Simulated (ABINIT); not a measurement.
**BN (Qingsongite): G0W0 in ABINIT against the exchange cutoff**

Wanted: the cheapest exchange cutoff that holds the gap of BN (Qingsongite).

Main program and level: ABINIT 10.8.3; LDA and many-body steps on it, plane waves.

This is a report of a sequence of runs, with most program output left out.

## Step 1: Starting point

The structure is cubic, space group F-43m (No. 216). Conventional cell: a = 3.615 Å, b = 3.615 Å, c = 3.615 Å, α = 90.00°, β = 90.00°, γ = 90.00°. Nearest to B lie 4 N at 1.57 Å. Nearest to N lie 4 B at 1.57 Å. Farther neighbours and most contacts between anions are not listed.

The cell and positions come from the Crystallography Open Database and are kept as given unless a step says otherwise.

## Step 2: Screening, 6×6×6 mesh, 23 bands, screening to 130.6 eV

This step: ABINIT 10.8.3; RPA screening on LDA, plane waves, norm-conserving pseudopotentials.

The RPA dielectric matrix is built and inverted for each q.

Contents of run.abi:

```
acell 3*1.0 Angstrom
rprim 
  -0.000000000000 1.807500000000 1.807500000000
  1.807500000000 0.000000000000 1.807500000000
  1.807500000000 1.807500000000 -0.000000000000
ntypat 2
znucl 5 7
natom 2
typat 1 2
xred 
  0.000000000000 0.000000000000 0.000000000000
  0.250000000000 0.250000000000 0.250000000000
pp_dirpath "pseudos"
pseudos "B.upf, N.upf"
ecut 36
ngkpt 6 6 6
nshiftk 1
shiftk 0 0 0
kptopt 1
chksymbreak 0
istwfk *1
occopt 1
irdwfk 1
optdriver 3
nband 23
ecuteps 4.8
inclvkb 2
awtr 1
symchi 1
indata_prefix "in"
outdata_prefix "out"
tmpdata_prefix "tmp"
```

The run is started by

```
OMP_NUM_THREADS=1 mpirun -n 4 abinit run.abi > log
```

Elapsed: 4 s, on 4 MPI ranks of Arm Neoverse V2, shared host; peak memory 0.31 GiB; 16 s of CPU time.

This step gave:

- ε∞ with local fields, on this mesh, along the program's q direction: 4.465
- the same without local fields: 4.783
- plasma frequency: 30.56 eV
- plane waves in the screening matrix: 51

Local fields lower ε∞ by 7 %. On a Γ-centred mesh this coarse the value itself is usually too large, while a short band sum pulls it down.

## Step 3: 3.6 Ha

This step: G0W0 on LDA, plane waves, norm-conserving pseudopotentials.

Changes to run.abi since step 2:

```diff
@@ -23,8 +23,17 @@
 irdwfk 1
-optdriver 3
+optdriver 4
 nband 23
+gwcalctyp 0
+ecutsigx 3.6
+symsigma 1
+nkptgw 2
+kptgw 
+  0.0000000000 0.0000000000 0.0000000000
+  0.5000000000 0.5000000000 0.0000000000
+bdgw 
+  2 7
+  3 6
 ecuteps 4.8
-inclvkb 2
-awtr 1
-symchi 1
+irdscr 1
+ppmodel 1
 indata_prefix "in"
```

It took 1.7 s on 4 MPI ranks; peak memory 0.08 GiB; 6.5 s of CPU time.

This step gave:

```yaml
g0w0_gap_on_the_points_computed: 4.955 eV
starting_gap_on_the_mesh: 4.420 eV
k_of_the_valence_top: 0, 0, 0
k_of_the_conduction_bottom: 0.5, 0.5, 0
z_at_the_valence_top: 0.835
z_at_the_conduction_bottom: 0.858
least_direct_g0w0_gap_on_the_computed_points: 9.906 eV
```

## Step 4: 7.2 Ha

Changes to run.abi since step 3:

```diff
@@ -26,3 +26,3 @@
 gwcalctyp 0
-ecutsigx 3.6
+ecutsigx 7.2
 symsigma 1
```

Run time: 1.8 s. Hardware: 4 MPI ranks; peak memory 0.08 GiB.

This step gave:

```yaml
g0w0_gap_on_the_points_computed: 5.665 eV
starting_gap_on_the_mesh: 4.420 eV
k_of_the_valence_top: 0, 0, 0
k_of_the_conduction_bottom: 0.5, 0.5, 0
z_at_the_valence_top: 0.831
z_at_the_conduction_bottom: 0.856
least_direct_g0w0_gap_on_the_computed_points: 10.55 eV
```

## Step 5: 14.4 Ha

The self-energy is evaluated for the states that the input lists, and the levels follow from it, in one-shot runs by the linearised quasiparticle equation.

Changes to run.abi since step 4:

```diff
@@ -26,3 +26,3 @@
 gwcalctyp 0
-ecutsigx 7.2
+ecutsigx 14.4
 symsigma 1
```

It took 1.8 s on 4 MPI ranks; peak memory 0.09 GiB; 7 s of CPU time.

This step gave:

- G0W0 gap on the points computed: 5.949 eV
- starting gap on the mesh: 4.420 eV
- k of the valence top: 0, 0, 0
- k of the conduction bottom: 0.5, 0.5, 0
- least direct G0W0 gap on the computed points: 10.80 eV

The gap on the mesh goes from 4.42 eV to 5.95 eV, a correction of +1.53 eV.

## Step 6: 25.2 Ha

Changes to run.abi since step 5:

```diff
@@ -26,3 +26,3 @@
 gwcalctyp 0
-ecutsigx 14.4
+ecutsigx 25.2
 symsigma 1
```

Run time: 1.8 s. Hardware: 4 MPI ranks; peak memory 0.09 GiB.

Numbers from this step:

```
G0W0 gap on the points computed              : 6.025 eV
starting gap on the mesh                     : 4.420 eV
k of the valence top                         : 0, 0, 0
k of the conduction bottom                   : 0.5, 0.5, 0
least direct G0W0 gap on the computed points : 10.87 eV
```

Against the run before, the gap moves by +0.076 eV.

## Step 7: 36 Ha

Changes to run.abi since step 6:

```diff
@@ -26,3 +26,3 @@
 gwcalctyp 0
-ecutsigx 25.2
+ecutsigx 36
 symsigma 1
```

Wall time 1.9 s (4 MPI ranks); peak memory 0.09 GiB.

Numbers from this step:

* G0W0 gap on the points computed: 6.030 eV
* starting gap on the mesh: 4.420 eV
* k of the valence top: 0, 0, 0
* k of the conduction bottom: 0.5, 0.5, 0
* least direct G0W0 gap on the computed points: 10.87 eV

Against the run before, the gap moves by +0.005 eV.

## Step 8: The runs together

Times are wall times on 4 MPI ranks of Arm Neoverse V2, shared host, good to a factor of about two. A run's time includes the screening step that it read.

```
    run   mesh  bands  screening cutoff (eV)  DFT gap (eV)  gap on the mesh (eV)  direct (eV)  ε∞ used   time
 3.6 Ha  6×6×6     23                  130.6         4.420                 4.955        9.906     4.47  5.7 s
 7.2 Ha  6×6×6     23                  130.6         4.420                 5.665       10.545     4.47  5.8 s
14.4 Ha  6×6×6     23                  130.6         4.420                 5.949       10.804     4.47  5.8 s
25.2 Ha  6×6×6     23                  130.6         4.420                 6.025       10.870     4.47  5.8 s
  36 Ha  6×6×6     23                  130.6         4.420                 6.030       10.874     4.47  5.8 s
```

## Step 9: Summary of results

| Property | Result |
| --- | --- |
| 3.6 Ha | 4.955 eV |
| 7.2 Ha | 5.665 eV |
| 14.4 Ha | 5.949 eV |
| 25.2 Ha | 6.025 eV |
| 36 Ha | 6.030 eV |
| known limits | not at the basis limit; coarse k mesh |

The setting moved: exchange cutoff. From 3.6 Ha to 36 Ha the gap moves by +1.07 eV. It holds to 0.03 eV from 25.2 Ha on. Bands and screening cutoff are coupled, so a series along one setting does not show full convergence. Below the screening cutoff the correlation part is cut too. Bands and cutoff are finite, so the gap is not at the basis limit. The miss can reach some tenths of an eV and take either sign; the mesh is an error of its own. In the first G0W0 run levels were corrected at 2 k points alone, so a gap called «on the mesh» is the least over those, and an edge elsewhere would be missed. The 6×6×6 mesh is coarse for this cell, which bears on the long-range parts of exchange and screening.

[Paths, hosts, dates, memory and timing lines, banners, echoed tables and standing remarks are left out of the program output.]

[Logs are printed without paths, hosts, clocks, repeated set-up lines and the standing remarks that a program may print on its own settings, such as how far it seeks lower states.]

[Runs of the session that timed out or met a known fault of the program may be left out.]

[No measured gap is set beside runs whose start may be inverted or whose files or cutoffs have a known fault.]

[Hosts, paths, dates, database ids (printed as entryN), source tags and the programs' standing remarks are cut or masked in the printed files.]

[G0W0 gaps are taken among the corrected bands and points alone; a level outside them can change the order at an edge.]

[Where Ansatz stands beside ABINIT at settings called matched, ABINIT's density can come from a denser mesh and the files from another edition; pairs whose starting gaps differed by over 0.03 eV were left out, so agreement reads better than it is.]
